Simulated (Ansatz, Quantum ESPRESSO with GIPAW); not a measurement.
# Al2Si2O5(OH)4: working out the 17O quadrupolar coupling

A plane-wave PAW calculation (PBEsol, Ansatz) gives this electric field gradient, in 10²¹ V/m² and Cartesian axes, at one O site of Al2Si2O5(OH)4 (atom 11; bridging Si-O-Si, 142°; site symmetry m):

```
     -6.5763        0.0000       -0.4201
      0.0000        9.1072        0.0000
     -0.4201        0.0000       -2.5309
```

17O has spin 5/2, Q = -0.02558 barn and |γ|/2π = 5.7742 MHz/T. The cell is the Cm form of a database entry, atoms relaxed, static and at 0 K. The PAW files were made for PBE.

**Task.** Find C_Q, η_Q and ν_Q, and the shift and width of the central transition under fast MAS at 14.1 T and 16.4 T.

1. The tensor is symmetric and traceless. Its eigenvalues, ordered by size, are V_xx = -2.4877, V_yy = -6.6195 and V_zz = 9.1072.

2. η_Q = (V_xx − V_yy)/V_zz = 0.454.

3. C_Q = eQV_zz/h. One unit of 10²¹ V/m² with one barn gives 24.18 MHz, so C_Q = 24.18 × −0.02558 × 9.1072 = -5.633 MHz. A spectrum shows its size, not its sign.

4. ν_Q = 3C_Q/[2I(2I−1)] = 0.845 MHz in size, and P_Q = |C_Q|√(1 + η²/3) = 5.823 MHz.

5. The resonances lie at ν0 = 81.42 and 94.70 MHz, so ν_Q/ν0 is 0.010 at most and second order holds. The centre of gravity moves by δ_Q = −(3/40)(P_Q/ν0)² F × 10⁶ ppm, with F = [I(I+1) − 3/4]/[I²(2I−1)²] = 0.08: -30.7 ppm at 14.1 T and -22.7 ppm at 16.4 T.

6. Summing the second-order term over orientations gives a full width of 71.2 ppm (5.8 kHz) and 52.6 ppm (5.0 kHz). In ppm both fall as 1/B²: (14.1/16.4)² = 0.739. The spinning rate must pass the static width for this shape to show cleanly.

[Banner, clock, file and message-heading lines were taken out of the pw.x and gipaw.x logs.]

[Logs are printed without paths, hosts, clocks, repeated set-up lines and the standing remarks that a program may print on its own settings, such as how far it seeks lower states.]

[Hosts, paths, dates, database ids (printed as entryN), source tags and the programs' standing remarks are cut or masked in the printed files.]
